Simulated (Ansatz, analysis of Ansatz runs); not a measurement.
# La2PbS4 (I-42d), V_S hop (3.4 Å): attempt frequency at charge +2

Aim: the prefactor of a hop in La2PbS4 (I-42d) (V_S hop (3.4 Å), charge +2) from the modes of the moving atom at the start and at the top of a path found beforehand. Model: a cell of 56 host atoms with 1 S taken out.

Main program and level: Ansatz 0.2.0; plane-wave PAW DFT, PBEsol; finite-difference force constants of the moving atom alone.

## 1. Starting point

The cell holds 55 atoms: 16 La, 8 Pb and 31 S. Its edges and angles: a = 12.256 Å, b = 12.256 Å, c = 12.285 Å, α = 59.9°, β = 59.9°, γ = 60.2°. It derives from La2PbS4 (space group I-42d). Nearest the centre at fractional (0.225, 0.401, 0.523): S44 at 1.58 Å, Pb17 at 2.60 Å, La2 at 2.64 Å, Pb22 at 2.65 Å, S30 at 3.63 Å, S52 at 3.64 Å, La16 at 3.68 Å, S39 at 3.72 Å. The cell carries charge +2.

The cell's shortest repeat is 12.3 Å.

## 2. Vibrations of the moving atom at the start point

Harmonic transition-state theory takes the prefactor from the modes at the minimum and at the top. Only the moving atom is displaced, by 0.02 Å, which takes six displaced runs and a reference; the host's atoms are held.

Input file qp2.start.modes/input.yaml:

```yaml
crystal:
  lattice:
    - [0.0, 8.68700356, 8.64614061]
    - [8.68700356, 0.0, 8.64614061]
    - [8.68700356, 8.68700356, 0.0]
  atoms:
    - { symbol: La, position: [0.12133971, 0.00307559, 0.12893635] }
    - { symbol: La, position: [0.36734583, 0.24012363, 0.3808397] }
    - { symbol: La, position: [0.61893764, 0.50260502, 0.62741528] }
    - { symbol: La, position: [0.8676432, 0.75397722, 0.88229613] }
    - { symbol: La, position: [0.005633, 0.12182867, 0.74734954] }
    - { symbol: La, position: [0.25444688, 0.3682189, 0.99431363] }
    - { symbol: La, position: [0.51059543, 0.62812125, 0.24175031] }
    - { symbol: La, position: [0.75464435, 0.86806596, 0.49657758] }
    - { symbol: La, position: [0.23472893, 0.64442936, 0.62476509] }
    - { symbol: La, position: [0.49563606, 0.8803196, 0.8691053] }
    - { symbol: La, position: [0.73994758, 0.13900575, 0.12137462] }
    - { symbol: La, position: [0.99538039, 0.37957742, 0.36948722] }
    - { symbol: La, position: [0.13535756, 0.74051361, 0.00356684] }
    - { symbol: La, position: [0.37943294, 0.99404806, 0.25437107] }
    - { symbol: La, position: [0.6464253, 0.2329083, 0.50435113] }
    - { symbol: La, position: [0.88225767, 0.49368274, 0.75504174] }
    - { symbol: Pb, position: [0.11531856, 0.62991635, 0.36867983] }
    - { symbol: Pb, position: [0.3793466, 0.87324517, 0.62583789] }
    - { symbol: Pb, position: [0.63125369, 0.12274459, 0.87653867] }
    - { symbol: Pb, position: [0.88072285, 0.37849881, 0.12273238] }
    - { symbol: Pb, position: [0.00187027, -0.0011682, 0.49971966] }
    - { symbol: Pb, position: [0.24849614, 0.23954515, 0.76087676] }
    - { symbol: Pb, position: [0.49775821, 0.50306576, 0.00191595] }
    - { symbol: Pb, position: [0.75239015, 0.74974756, 0.24997353] }
    - { symbol: S, position: [0.22137389, 0.97163653, 0.8572321] }
    - { symbol: S, position: [0.47088431, 0.22241018, 0.10596683] }
    - { symbol: S, position: [0.7228803, 0.4721387, 0.35665044] }
    - { symbol: S, position: [0.9713813, 0.72287956, 0.60424734] }
    - { symbol: S, position: [0.2336719, 0.81780705, 0.34637593] }
    - { symbol: S, position: [0.48066896, 0.07914961, 0.5952623] }
    - { symbol: S, position: [0.73028089, 0.32685629, 0.84511286] }
    - { symbol: S, position: [0.98133571, 0.5747757, 0.09647575] }
    - { symbol: S, position: [0.07297866, 0.48216168, 0.84923269] }
    - { symbol: S, position: [0.32811524, 0.72863039, 0.09896953] }
    - { symbol: S, position: [0.57566455, 0.97936266, 0.3476507] }
    - { symbol: S, position: [0.82733935, 0.22830633, 0.60062912] }
    - { symbol: S, position: [0.09539841, 0.84639488, 0.73783953] }
    - { symbol: S, position: [0.34966037, 0.09708444, 0.97997313] }
    - { symbol: S, position: [0.56278305, 0.3598946, 0.26442137] }
    - { symbol: S, position: [0.85074612, 0.59320477, 0.48281094] }
    - { symbol: S, position: [0.10463403, 0.19872964, 0.22347022] }
    - { symbol: S, position: [0.6050852, 0.69847706, 0.72485803] }
    - { symbol: S, position: [0.84819798, 0.95797005, 0.97704008] }
    - { symbol: S, position: [0.10921811, 0.34762773, 0.5730058] }
    - { symbol: S, position: [0.34986068, 0.59097021, 0.82587492] }
    - { symbol: S, position: [0.59646657, 0.85078924, 0.07164678] }
    - { symbol: S, position: [0.84692211, 0.09642915, 0.3189478] }
    - { symbol: S, position: [0.19464582, 0.10009776, 0.47322083] }
    - { symbol: S, position: [0.43440618, 0.38058053, 0.67742888] }
    - { symbol: S, position: [0.70016817, 0.60259564, 0.97363522] }
    - { symbol: S, position: [0.95434405, 0.84863299, 0.22070103] }
    - { symbol: S, position: [0.2241698, 0.46672712, 0.2000239] }
    - { symbol: S, position: [0.47161144, 0.72208646, 0.44930015] }
    - { symbol: S, position: [0.72547888, 0.96741332, 0.70169681] }
    - { symbol: S, position: [0.9723475, 0.21878785, 0.9514595] }
  symmetry: { detect: false }
total_charge: 2
basis:
  ecutwfc: 420
  xc_grid: 2
hamiltonian:
  xc: pbesol
kpoints:
  mp_grid: { grid: [1, 1, 1], shift: [0.25, 0.25, 0.25] }
scf:
  occupations: { method: fixed }
  max_iter: 120
phonons:
  supercell: [1, 1, 1]
  displaced_sites: [43]
  amplitude: 0.02
```

Run with:

```console
$ ansatz run input.yaml --threads 32 --pin off --max-ram 84787MiB --backend cuda --events-out ev --progress --plain --runs-dir out --max-vram 78GiB
```

Numbers of over 12 decimals in the logs are rounded to 6 here.

Log:

```text
Engine: ansatz 0.2.0, aarch64-unknown-linux-gnu
[...]
Pseudopotential: La, paw, valence charge 11, recommended cutoff 420 eV (normal), La.paw.azcp
Pseudopotential: Pb, paw, valence charge 14, recommended cutoff 420 eV (normal), Pb.paw.azcp
Pseudopotential: S, paw, valence charge 6, recommended cutoff 420 eV (normal), S.paw.azcp
Functional definition: PBEsol
[...]
Crystal: 55 atoms, lattice volume = 1304.945 Å³
Basis set: ecut = 420 eV, 25557 PW (Γ), exchange–correlation on 180×180×180 points (8 copies of the dense FFT grid, shifted against one another)
Bands: 291, of which v1, the nominal top of the filled ones, is band 236 counted from 1 (235 counted from 0)
[...]
k-points: 1
[...]
Functional: x = pbesol(κ = 0.804, μ = 0.123457), c = pbesol(β = 0.046)
SCF iter   1: F=—  HF=-220168.479221 eV  |F-HF|=—  |Δ(HF+E_count)|=         —  Δρ=6.74e-3  dr2=1.10e0  ethr=1.77e-3  ⟨swp⟩=6.0  Hψ=1091  notcnv=0  defer=51
[...]
SCF iter   2: F=—  HF=-220168.193240 eV  |F-HF|=—  |Δ(HF+E_count)|=   2.86e-1  Δρ=2.29e-3  dr2=1.07e-1  ethr=2.32e-4  ⟨swp⟩=4.0  Hψ=563  notcnv=0  defer=53
[...]
SCF 1 converged in 11 iterations: F = -220168.177404 eV  dr2 = 4.85e-10
[...]
SCF iter   1: F=—  HF=-220168.175335 eV  |F-HF|=—  |Δ(HF+E_count)|=         —  Δρ=1.45e-4  dr2=6.98e-4  ethr=5.87e-8  ⟨swp⟩=3.0  Hψ=1062  notcnv=0  defer=53
[...]
SCF iter   2: F=—  HF=-220168.175195 eV  |F-HF|=—  |Δ(HF+E_count)|=   1.40e-4  Δρ=7.98e-5  dr2=1.22e-4  ethr=5.87e-8  ⟨swp⟩=2.0  Hψ=464  notcnv=0  defer=53
[...]
SCF 2 converged in 8 iterations: F = -220168.176292 eV  dr2 = 6.68e-11
[...]
SCF 7 converged in 6 iterations: F = -220168.176600 eV  dr2 = 1.75e-11
SCF converged after 11 iterations
[...]
--- Band table (eV) ---
[...]
--- Phonons: 6 displaced members + reference (amplitude 0.02 Å, Σ member SCF iterations 41) ---
  symmetry images taken by strict's conditions (phonons.symmetry_images: auto; settled by no image being taken that strict refuses)
  force constants formed among 1 of 55 sites (S 43); the other 54 at rest. The modes move the named sites alone.
  the frequencies, the zero-point energy and the sums are of the block with the acoustic sum rule laid on its rows. Row sums over every site: 1.0e-4 eV/Å² at the most
  transpose residual: 9.9e-4 eV/Å²
  largest component of a force at the reference: 1.6e-3 eV/Å on a named site, 1.3e-2 eV/Å on a site at rest
  frequencies among the named sites at Γ of the cell (cm⁻¹): 161.70 196.39 219.25
  unstable modes among the named sites: 0
  frequencies as built, with no sum rule (cm⁻¹): 161.69 196.39 219.25
  zero-point energy: 0.035790 eV/cell   skipped modes (ω ≤ 0): 0
  not written: the harmonic force-constant file, the file of eigenvectors (these modes' are written with the force constants), the density of states and the dispersion, which are of every site
[...]
```

Run time: 4.3 s. Hardware: 1 × NVIDIA GB200 with 32 threads of Arm Neoverse V2, shared host; peak memory 2.2 GiB; 15 s of CPU time.

This step gave:

```yaml
free_energy: -220168.1774 eV
frequencies_of_moving_atom: 161.7, 196.4, 219.3 cm⁻¹ (negative: imaginary)
```

The three modes are 162, 196 and 219 cm⁻¹: all real, a minimum for this atom with the others held.

## 3. Vibrations of the moving atom at the top of the path

The same at the top, where the mode along the path should be imaginary.

Input file qp2.top.modes/input.yaml:

```yaml
crystal:
  lattice:
    - [0.0, 8.68700356, 8.64614061]
    - [8.68700356, 0.0, 8.64614061]
    - [8.68700356, 8.68700356, 0.0]
  atoms:
    - { symbol: La, position: [0.12262919, 0.00253175, 0.127208] }
    - { symbol: La, position: [0.37408583, 0.25094971, 0.37653914] }
[... 6 atom lines left out ...]
    - { symbol: La, position: [0.23544151, 0.62648756, 0.62279638] }
[... 6 atom lines left out ...]
    - { symbol: La, position: [0.89319433, 0.49533042, 0.75124191] }
    - { symbol: Pb, position: [0.11531899, 0.64505476, 0.35688601] }
[... 4 atom lines left out ...]
    - { symbol: Pb, position: [0.2593582, 0.23164964, 0.76975668] }
[... 5 atom lines left out ...]
    - { symbol: S, position: [0.96720577, 0.73013182, 0.60569093] }
[... 1 atom line left out ...]
    - { symbol: S, position: [0.48387957, 0.07601937, 0.595086] }
[... 8 atom lines left out ...]
    - { symbol: S, position: [0.58214023, 0.35621919, 0.25072301] }
    - { symbol: S, position: [0.86693519, 0.57607229, 0.48904866] }
[... 3 atom lines left out ...]
    - { symbol: S, position: [0.20585162, 0.41797534, 0.54425788] }
[... 3 atom lines left out ...]
    - { symbol: S, position: [0.18676643, 0.12517029, 0.48109491] }
[... 3 atom lines left out ...]
    - { symbol: S, position: [0.22061355, 0.46883745, 0.20205769] }
[... 2 atom lines left out ...]
    - { symbol: S, position: [0.97702212, 0.21881224, 0.94416736] }
  symmetry: { detect: false }
total_charge: 2
basis:
  ecutwfc: 420
  xc_grid: 2
hamiltonian:
  xc: pbesol
kpoints:
  mp_grid: { grid: [1, 1, 1], shift: [0.25, 0.25, 0.25] }
scf:
  occupations: { method: fixed }
  max_iter: 120
phonons:
  supercell: [1, 1, 1]
  displaced_sites: [43]
  amplitude: 0.02
```

Log:

```text
[...]
Crystal: 55 atoms, lattice volume = 1304.945 Å³
Basis set: ecut = 420 eV, 25557 PW (Γ), exchange–correlation on 180×180×180 points (8 copies of the dense FFT grid, shifted against one another)
Bands: 291, of which v1, the nominal top of the filled ones, is band 236 counted from 1 (235 counted from 0)
[...]
k-points: 1
[...]
SCF iter   1: F=—  HF=-220167.760766 eV  |F-HF|=—  |Δ(HF+E_count)|=         —  Δρ=6.74e-3  dr2=1.09e0  ethr=1.77e-3  ⟨swp⟩=6.0  Hψ=1101  notcnv=0  defer=48
[...]
SCF iter   2: F=—  HF=-220167.475444 eV  |F-HF|=—  |Δ(HF+E_count)|=   2.85e-1  Δρ=2.29e-3  dr2=1.02e-1  ethr=2.32e-4  ⟨swp⟩=4.0  Hψ=567  notcnv=0  defer=53
[...]
SCF 1 converged in 11 iterations: F = -220167.459613 eV  dr2 = 2.61e-10
[...]
SCF iter   1: F=—  HF=-220167.457686 eV  |F-HF|=—  |Δ(HF+E_count)|=         —  Δρ=1.40e-4  dr2=5.94e-4  ethr=5.90e-8  ⟨swp⟩=4.0  Hψ=1013  notcnv=0  defer=52
[...]
SCF iter   2: F=—  HF=-220167.457576 eV  |F-HF|=—  |Δ(HF+E_count)|=   1.11e-4  Δρ=7.89e-5  dr2=1.20e-4  ethr=5.90e-8  ⟨swp⟩=2.0  Hψ=464  notcnv=0  defer=49
[...]
SCF 2 converged in 9 iterations: F = -220167.458686 eV  dr2 = 8.60e-12
[...]
SCF 7 converged in 6 iterations: F = -220167.459436 eV  dr2 = 1.22e-11
SCF converged after 11 iterations
[...]
--- Band table (eV) ---
[...]
transpose residual: 1.5e-3 eV/Å²
[...]
frequencies among the named sites at Γ of the cell (cm⁻¹): -49.51 185.71 275.77
  unstable modes among the named sites: 1
  frequencies as built, with no sum rule (cm⁻¹): -49.51 185.71 275.77
  zero-point energy: 0.028608 eV/cell   skipped modes (ω ≤ 0): 1, of them read as no rigid motion or as one in doubt: 1 (1.000e0 modes/cell left out, lowest -49.51 cm⁻¹)
[...]
```

It took 3.8 s on 1 × NVIDIA GB200 with 32 threads; peak memory 2.3 GiB.

This step gave:

* free energy: -220167.4596 eV
* frequencies of moving atom: -49.51, 185.7, 275.8 cm⁻¹ (negative: imaginary)

The three modes are 50i, 186 and 276 cm⁻¹: one imaginary, a saddle of first order for this atom with the others held.

## 4. Attempt frequency and hop rate

Analysis of the runs above: harmonic transition-state theory from the moving atom's modes alone (Vineyard), PBEsol.

It gives:

| Item | Value |
| --- | --- |
| attempt frequency | 4.076 THz |

Hop rate against temperature:

```csv
temperature (K),hop rate (1/s)
200,3.3e-6
300,3.56
400,3685
600,3.8e6
800,1.2e8
1000,9.8e8
```

## 5. Outcome

| Item | Value |
| --- | --- |
| attempt frequency (attempt frequency and hop rate) | 4.08 THz |

**Reading.** The attempt frequency, the product of the three frequencies at the start over that of the two real ones at the top (Vineyard), is 4.1 THz. With the barrier of 0.72 eV it gives 3.8e+06 hops a second at 600 K along this one path; equivalent neighbouring sites multiply that. The host's atoms were held, though they move along the path too, so the prefactor is rough. What this leaves open: one k-point off the zone centre stands for the whole zone; spin–orbit coupling, which can matter with heavy atoms, is left out.

[Logs are printed without paths, hosts, clocks, repeated set-up lines and the standing remarks that a program may print on its own settings, such as how far it seeks lower states.]

[Hosts, paths, dates, database ids (printed as entryN), source tags and the programs' standing remarks are cut or masked in the printed files.]
